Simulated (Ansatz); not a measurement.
# The graphene bilayer (AB) between two gates, part 3 of 3

How do the bands of the graphene bilayer (AB) follow a displacement field between two gates?

Ansatz 0.2.0; plane-wave DFT, LDA, Ansatz PAW.

So far, gap, the smaller of path and mesh (eV): step 4 (gated layer, displacement field 0.905 V/nm) 0.0701; step 5 (displacement field 1.81 V/nm) 0.143.

### 6. Gated layer, displacement field 2.71 V/nm

Contents of input.yaml:

```yaml
crystal:
  lattice:
    - [2.4448107933, 0.0, 0.0]
    - [-1.2224053967, 2.1172682545, 0.0]
    - [0.0, 0.0, 36.7162766663]
  atoms:
    - { symbol: C, position: [0.6666666667, 0.3333333333, 0.454855965] }
    - { symbol: C, position: [0.3333333333, 0.6666666667, 0.4548391481] }
    - { symbol: C, position: [0.0, 0.0, 0.5451608519] }
    - { symbol: C, position: [0.6666666667, 0.3333333333, 0.545144035] }
  periodic: [true, true, false]
  symmetry: { detect: true }
kpoints:
  mp_grid: { grid: [66, 66, 1] }
  band_path:
    path: [[0, 0, 0], [0.5, 0, 0], [0.33333333, 0.33333333, 0], [0, 0, 0]]
    npoints: 16
hamiltonian:
  xc: lda
scf:
  occupations: { method: fermi_dirac, width: 0.02585 }
  convergence: { dr2_threshold: 1.0e-10 }
output:
  forces: true
  eigenvalues: true
  write_potential: true
  write_density: true
  volumetric_format: npy
external_charges:
  - { charge: 0, barrier: 10, axis: 3, height: 23.516, sigma: 0.25 }
  - { charge: -0.007764, axis: 3, height: 25.016, sigma: 0.5 }
  - { charge: 0, barrier: 10, axis: 3, height: 13.2, sigma: 0.25 }
  - { charge: 0.007764, axis: 3, height: 11.7, sigma: 0.5 }
```

On the command line:

```console
$ ansatz run input.yaml --threads 4 --pin off --max-ram 6144MiB --backend cpu --events-out ev --progress --plain --runs-dir out
```

Numbers of over 12 decimals in the logs are rounded to 6 here.

Output:

```text
[...]
Crystal: 4 atoms, lattice volume = 190.055 Å³
Basis set: ecut = 420 eV, 3585 PW (Γ)
Bands: 12, of which v1, the nominal top of the filled ones, is band 8 counted from 1 (7 counted from 0)
Symmetry: 6 space group operations
k-points: 397 of 4356 (time reversal used)
[...]
max |Σ_I F_I| component, the external charges' with the atoms': 8.43e-6 eV/Å
--- Band table (eV; the first three rows and the last of 397) ---
  k-point 0: bands = [... 4 lower, -7.6100, -7.6100, -7.4012, -7.4012, -0.7496, 0.4188, 2.9355, 3.8580]
  k-point 1: bands = [... 4 lower, -7.6324, -7.6223, -7.4235, -7.4135, -0.7424, 0.4259, 2.9417, 3.8616]
  k-point 2: bands = [... 4 lower, -7.6988, -7.6590, -7.4899, -7.4501, -0.7210, 0.4474, 2.9604, 3.8720]
  k-point 396: bands = [... 4 lower, -15.3740, -15.1636, -4.8854, -4.6191, -4.4029, -4.1145, 5.7343, 5.9590]
[key lines of the parts left out:]
SCF converged after 12 iterations
Free energy (F): -971.876467 eV
Fermi energy:    -4.500974 eV
```

Elapsed: 40 s, on 4 threads of Arm Neoverse V2, shared host; peak memory 1.1 GiB.

The gap, the smaller of path and mesh, is 0.216 eV.

### 7. Gated layer, displacement field 3.62 V/nm

input.yaml, as its differences from that of step 6:

```diff
@@ -25,2 +25,3 @@
   eigenvalues: true
+  dos: { projected: true, e_range: [-3, 3], de: 0.01 }
   write_potential: true
@@ -28,6 +29,7 @@
   volumetric_format: npy
+  elf: true
 external_charges:
   - { charge: 0, barrier: 10, axis: 3, height: 23.516, sigma: 0.25 }
-  - { charge: -0.007764, axis: 3, height: 25.016, sigma: 0.5 }
+  - { charge: -0.010353, axis: 3, height: 25.016, sigma: 0.5 }
   - { charge: 0, barrier: 10, axis: 3, height: 13.2, sigma: 0.25 }
-  - { charge: 0.007764, axis: 3, height: 11.7, sigma: 0.5 }
+  - { charge: 0.010353, axis: 3, height: 11.7, sigma: 0.5 }
```

Output:

```text
[...]
Crystal: 4 atoms, lattice volume = 190.055 Å³
Basis set: ecut = 420 eV, 3585 PW (Γ)
Bands: 12, of which v1, the nominal top of the filled ones, is band 8 counted from 1 (7 counted from 0)
Symmetry: 6 space group operations
k-points: 397 of 4356 (time reversal used)
[...]
max |Σ_I F_I| component, the external charges' with the atoms': 8.15e-6 eV/Å
--- Band table (eV; the first three rows and the last of 397) ---
  k-point 0: bands = [... 4 lower, -7.6460, -7.6460, -7.3685, -7.3685, -0.8268, 0.4688, 2.9472, 3.8219]
  k-point 1: bands = [... 4 lower, -7.6684, -7.6583, -7.3908, -7.3808, -0.8196, 0.4760, 2.9534, 3.8256]
  k-point 2: bands = [... 4 lower, -7.7348, -7.6950, -7.4572, -7.4174, -0.7981, 0.4974, 2.9720, 3.8362]
  k-point 396: bands = [... 4 lower, -15.4103, -15.1305, -4.8991, -4.6565, -4.3688, -4.1041, 5.6914, 5.9904]
[key lines of the parts left out:]
SCF converged after 11 iterations
Free energy (F): -971.869812 eV
Fermi energy:    -4.501021 eV
```

Run time: 41 s. Hardware: 4 threads; peak memory 1.1 GiB.

The gap, the smaller of path and mesh, is 0.251 eV.

### 8. Gated layer, displacement field -1.81 V/nm

input.yaml, as its differences from that of step 7:

```diff
@@ -32,4 +32,4 @@
   - { charge: 0, barrier: 10, axis: 3, height: 23.516, sigma: 0.25 }
-  - { charge: -0.010353, axis: 3, height: 25.016, sigma: 0.5 }
+  - { charge: 0.005176, axis: 3, height: 25.016, sigma: 0.5 }
   - { charge: 0, barrier: 10, axis: 3, height: 13.2, sigma: 0.25 }
-  - { charge: 0.010353, axis: 3, height: 11.7, sigma: 0.5 }
+  - { charge: -0.005176, axis: 3, height: 11.7, sigma: 0.5 }
```

Output:

```text
[...]
Crystal: 4 atoms, lattice volume = 190.055 Å³
Basis set: ecut = 420 eV, 3585 PW (Γ)
Bands: 12, of which v1, the nominal top of the filled ones, is band 8 counted from 1 (7 counted from 0)
Symmetry: 6 space group operations
k-points: 397 of 4356 (time reversal used)
[...]
max |Σ_I F_I| component, the external charges' with the atoms': 2.52e-6 eV/Å
--- Band table (eV; the first three rows and the last of 397) ---
  k-point 0: bands = [... 4 lower, -7.5736, -7.5736, -7.4353, -7.4353, -0.6889, 0.3775, 2.9271, 3.8943]
  k-point 1: bands = [... 4 lower, -7.5960, -7.5859, -7.4576, -7.4476, -0.6818, 0.3847, 2.9333, 3.8978]
  k-point 2: bands = [... 4 lower, -7.6624, -7.6226, -7.5240, -7.4842, -0.6604, 0.4063, 2.9520, 3.9080]
  k-point 396: bands = [... 4 lower, -15.3373, -15.1981, -4.8753, -4.5814, -4.4385, -4.1225, 5.7762, 5.9253]
[key lines of the parts left out:]
SCF converged after 12 iterations
Free energy (F): -971.881218 eV
Fermi energy:    -4.503538 eV
```

It took 40 s on 4 threads; peak memory 1.1 GiB; 2.7 min of CPU time.

The density of states has structure finer than the step of the table below, so its rows give means over 0.1 eV, whole bins alone (the curve runs from -3 to 2.05 eV). Peaks (eV: height): -2.64: 1.21, -2.22: 1.36, 1.48: 1.80, 1.90: 1.38.

The density of states by energy, zero at the Fermi level of the run, which the smearing sets inside the gap; means over each step:

energy (eV), density of states (states/eV a cell) and a bar:
```
     -2.9       0.78 ##################
     -2.8       0.78 ###################
     -2.7       0.88 #####################
     -2.6       0.95 ######################
     -2.5       0.82 ###################
     -2.4       0.80 ###################
     -2.3       0.87 #####################
     -2.2       1.02 ########################
     -2.1       0.76 ##################
     -2.0       0.64 ###############
     -1.9       0.57 #############
     -1.8       0.51 ############
     -1.7       0.46 ###########
     -1.6       0.42 ##########
     -1.5       0.38 #########
     -1.4       0.35 ########
     -1.3       0.32 #######
     -1.2       0.29 #######
     -1.1       0.26 ######
     -1.0       0.23 #####
     -0.9       0.21 #####
     -0.8       0.18 ####
     -0.7       0.16 ####
     -0.6       0.14 ###
     -0.5       0.12 ###
     -0.4       0.08 ##
     -0.3       0.06 #
     -0.2       0.05 #
     -0.1       0.04 #
      0.0       0.00 
      0.1       0.03 #
      0.2       0.04 #
      0.3       0.05 #
      0.4       0.07 ##
      0.5       0.11 ###
      0.6       0.14 ###
      0.7       0.17 ####
      0.8       0.20 #####
      0.9       0.24 ######
      1.0       0.27 ######
      1.1       0.32 ########
      1.2       0.39 #########
      1.3       0.48 ###########
      1.4       0.69 ################
      1.5       1.27 ##############################
      1.6       0.86 ####################
      1.7       0.80 ###################
      1.8       0.85 ####################
      1.9       1.11 ##########################
      2.0       0.86 ####################
```

The gap, the smaller of path and mesh, is 0.143 eV.

### 9. The series together

This step: plane-wave DFT, LDA, Ansatz PAW; response to a displacement field between two gates (Ansatz 0.2.0).

The potential behind each gate is read from every run and counted from the uncharged case.

Numbers from this step:

| Property | Result |
| --- | --- |
| electrostatic distance between the gates | 8.680 Å |
| geometric distance between the gates | 13.32 Å |

Electron's potential behind the upper gate less behind the lower, less the value without field. Table of step of the electron's potential energy between the gates by displacement field D/eps0:

```
displacement field D/eps0 (V/nm)  step of the electron's potential energy between the gates (eV)
                           -1.81                                                           -1.57
                            0.00                                                               0
                            0.90                                                           0.784
                            1.81                                                            1.57
                            2.71                                                            2.36
                            3.62                                                            3.14
```

The smaller of the gaps on the path and on the k-mesh, counted as 0 under 0.03 eV. Gap against displacement field D/eps0:

```
displacement field D/eps0 (V/nm)  gap (eV)
                           -1.81     0.143
                            0.00         0
                            0.90    0.0701
                            1.81     0.143
                            2.71     0.216
                            3.62     0.251
```

By hand: 3.62 V/nm over the 13.32 Å between the sheets would give 4.82 V in vacuum; the run has 3.14 V, as over 8.68 Å.

### 10. Varying the input

This step: plane-wave DFT, LDA, Ansatz PAW (Ansatz 0.2.0).

An input spoilt on purpose, to show how the run answers: it repeats the earlier run at 0.905 V/nm with scf.occupations from method: fermi_dirac, width: 0.02585 removed, and scf.max_iter set to 80.

input.yaml, the sections that differ from step 8:

```yaml
scf:
  convergence: { dr2_threshold: 1.0e-10 }
  max_iter: 80
output:
  forces: true
  eigenvalues: true
  write_potential: true
  write_density: true
  volumetric_format: npy
external_charges:
  - { charge: 0, barrier: 10, axis: 3, height: 23.516, sigma: 0.25 }
  - { charge: -0.002588, axis: 3, height: 25.016, sigma: 0.5 }
  - { charge: 0, barrier: 10, axis: 3, height: 13.2, sigma: 0.25 }
  - { charge: 0.002588, axis: 3, height: 11.7, sigma: 0.5 }
# crystal, kpoints, hamiltonian: as in step 8
```

Output:

```text
Error: YAML parse error: `scf.occupations.method` is required: fixed only where the cell keeps a band gap throughout the run, explicit beside scf.occupations.values (under evaluate: without them), else a smearing such as fermi_dirac (scf.occupations.width is optional; its entry in the input reference gives the default)
```

It took 0.01 s on 4 threads; peak memory 0.05 GiB.

The program refused the input before any cycle.

The program's message: “Error: YAML parse error: `scf.occupations.method` is required: fixed only where the cell keeps a band gap throughout the run, explicit beside scf.occupations.values (under evaluate: without them), els …”

The fault put into the input: no occupation method.

### 11. The same run with other settings

Another changed input: it repeats the earlier run at 0.905 V/nm with kpoints.mp_grid.grid from [66, 66, 1] to [99, 99, 1], scf.initial_density.chi_scale to 0.1 and basis.xc_grid to 2.

input.yaml, as its differences from that of step 10:

```diff
@@ -13,3 +13,3 @@
 kpoints:
-  mp_grid: { grid: [66, 66, 1] }
+  mp_grid: { grid: [99, 99, 1] }
   band_path:
@@ -20,4 +20,5 @@
 scf:
+  occupations: { method: fermi_dirac, width: 0.02585 }
   convergence: { dr2_threshold: 1.0e-10 }
-  max_iter: 80
+  initial_density: { chi_scale: 0.1 }
 output:
@@ -33 +34,3 @@
   - { charge: 0.002588, axis: 3, height: 11.7, sigma: 0.5 }
+basis:
+  xc_grid: 2
```

Output:

```text
[...]
Crystal: 4 atoms, lattice volume = 190.055 Å³
Basis set: ecut = 420 eV, 3585 PW (Γ), exchange–correlation on 36×36×500 points (8 copies of the dense FFT grid, shifted against one another)
Bands: 12, of which v1, the nominal top of the filled ones, is band 8 counted from 1 (7 counted from 0)
Symmetry: 6 space group operations
k-points: 867 of 9801 (time reversal used)
[...]
SCF iter   1: F=—  HF=-974.350621 eV  |F-HF|=—  |Δ(HF+E_count)|=         —  Δρ=5.87e-2  dr2=5.78e0  ethr=3.10e-3  ⟨swp⟩=14.6  Hψ=136339  notcnv=0
[...]
SCF iter  11: F=-971.884016 eV  HF=-971.884016 eV  |F-HF|=2.63e-11  |Δ(HF+E_count)|=  3.48e-11  Δρ=1.55e-7  dr2=1.97e-11  ethr=1.00e-12  ⟨swp⟩=15.3  Hψ=110145  notcnv=0
SCF 1 converged in 11 iterations: F = -971.884016 eV  dr2 = 1.97e-11
[...]
SCF converged after 11 iterations
Free energy (F): -971.884016 eV
[...]
Internal energy: -971.883971 eV  (E = F + TS)
E sigma→0 (E₀):  -971.883994 eV
Entropy (-TS):   -0.000045 eV (-0.011 meV/atom)
Fermi energy:    -4.503147 eV
[...]
--- Forces (eV/Å), atoms and charges each counted from 1 ---
  atom   1  C      0.00000000    -0.00000000    -0.00144849
  atom   2  C     -0.00000000     0.00000000     0.00085528
  atom   3  C      0.00000000    -0.00000000    -0.00228640
  atom   4  C     -0.00000000     0.00000000     0.00301065
  external charge   1     0.00000000     0.00000000     0.00136390
  external charge   2     0.00000000     0.00000000    -0.00011724
  external charge   3     0.00000000     0.00000000    -0.00149215
  external charge   4     0.00000000     0.00000000     0.00011689
  max |Σ_I F_I| component, the external charges' with the atoms': 2.45e-6 eV/Å
--- Band table (eV; the first three rows and the last of 867) ---
  k-point 0: bands = [... 4 lower, -7.5378, -7.5378, -7.4696, -7.4696, -0.6506, 0.3492, 2.9210, 3.9291]
  k-point 1: bands = [... 4 lower, -7.5477, -7.5433, -7.4795, -7.4751, -0.6475, 0.3525, 2.9237, 3.9306]
  k-point 2: bands = [... 4 lower, -7.5775, -7.5597, -7.5093, -7.4915, -0.6380, 0.3621, 2.9320, 3.9352]
  k-point 866: bands = [... 4 lower, -15.3010, -15.2329, -4.8691, -4.5442, -4.4742, -4.1272, 5.8164, 5.8900]
```

Wall time 83 s (4 threads); peak memory 2.1 GiB; 5.5 min of CPU time.

Numbers from this step:

```yaml
gap_along_the_path: 0.06993 eV
smallest_direct_gap_along_the_path: 0.06993 eV
gap_the_smaller_of_path_and_mesh: 0.06993 eV
potential_beyond_the_upper_barrier_and_gate_less_the_barrier_from_the_fermi_level: 4.895 eV
```

Electronic bands along the path, in eV, zero at the Fermi level of the run, which the smearing sets inside the gap:

```
  point  band 5  band 6  band 7  band 8  band 9  band 10  band 11  band 12
      Γ   -3.03   -3.03   -2.97   -2.97    3.85     4.85     7.42     8.43
halfway   -6.53   -5.53   -5.10   -5.03    5.79     6.72     7.26     7.52
      M   -6.50   -6.43   -2.62   -2.23    1.48     1.88     7.61     7.84
halfway   -8.32   -8.24   -2.01   -1.62    1.37     1.58    10.05    10.37
      K  -10.80  -10.73   -0.37   -0.04    0.03     0.38    10.32    10.39
halfway   -6.50   -6.42   -5.94   -4.97    6.35     6.44     6.62     7.44
      Γ   -3.03   -3.03   -2.97   -2.97    3.85     4.85     7.42     8.43
```

The electronic bands as a text plot (rows in eV, shown from -8.0 to 6.0 only):

```
    5.7 |      ++  + +                             +  +  +++
    5.1 | +++++ +++  +++                           +   +++  ++++
    4.6 |+   +++      ++                         ++       ++    +
    4.0 |++++           +                       +           +++++
    3.4 |               ++                      +
    2.8 |                +++                   +
    2.2 |                 +++                ++
    1.6 |                   +++++++++       +++
    1.0 |                           +++   +++
    0.5 |                              +++++
   -0.1 |                              **+**
   -0.7 |                             *** **
   -1.3 |                           ***     *
   -1.9 |                      ******       ***
   -2.5 |                 ********           ***
   -3.1 |***             ****                  **            ****
   -3.6 |  ****         **                       **         ***
   -4.2 |    ****     ***                       *  *      ***
   -4.8 |      * *******                         ** **   ***
   -5.4 |          ***                             *  ****
   -6.0 |       *** * ****                          *****
   -6.6 |    *** ***     *******                    ***  ***
   -7.2 |****   ****            **                 *  ****  *****
   -7.7 |    ***                  *              ** **    ***
         Γ                   M           K                      Γ
```

```
                                                                                quantity  this run  earlier run  difference
                                                                 gap along the path (eV)   0.06993      0.07012     -1.8e-4
                                                 smallest direct gap along the path (eV)   0.06993      0.07012     -1.8e-4
potential beyond the upper barrier and gate, less the barrier, from the Fermi level (eV)     4.895        4.898     -0.0029
```

Nothing in the table moves by 0.01 in its unit. The run took 11 SCF cycles against 12.

On this path the gap is direct, 0.07 eV, with the valence top at K and the conduction bottom at K.

### 12. Results

| Quantity | Value |
| --- | --- |
| gap with uncharged gates | none |
| electrostatic distance between the gates | 8.68 Å |
| geometric distance between the gates | 13.3 Å |
| gap at 3.62 V/nm | 0.251 eV |

What this shows: The field opens a gap, 0.25 eV at 3.6 V/nm. The layers screen the field: the voltage is that of a vacuum gap 4.6 Å narrower than the real distance. The gates are charged sheets behind model barriers, not atoms. Gaps are the smaller of those on the path and on the mesh; band edges between these points would make them smaller still. In an AB bilayer of this kind the bands near K take a Mexican-hat shape, so the gap lies off K and is smaller than the splitting there.

[Logs are printed without paths, hosts, clocks, repeated set-up lines and the standing remarks that a program may print on its own settings, such as how far it seeks lower states.]

[Hosts, paths, dates, database ids (printed as entryN), source tags and the programs' standing remarks are cut or masked in the printed files.]

[Maps of the electrostatic potential energy from Ansatz leave out the sawtooth potential of an applied field or a dipole correction, so their vacuum need not be flat; planar profiles and work functions include it.]
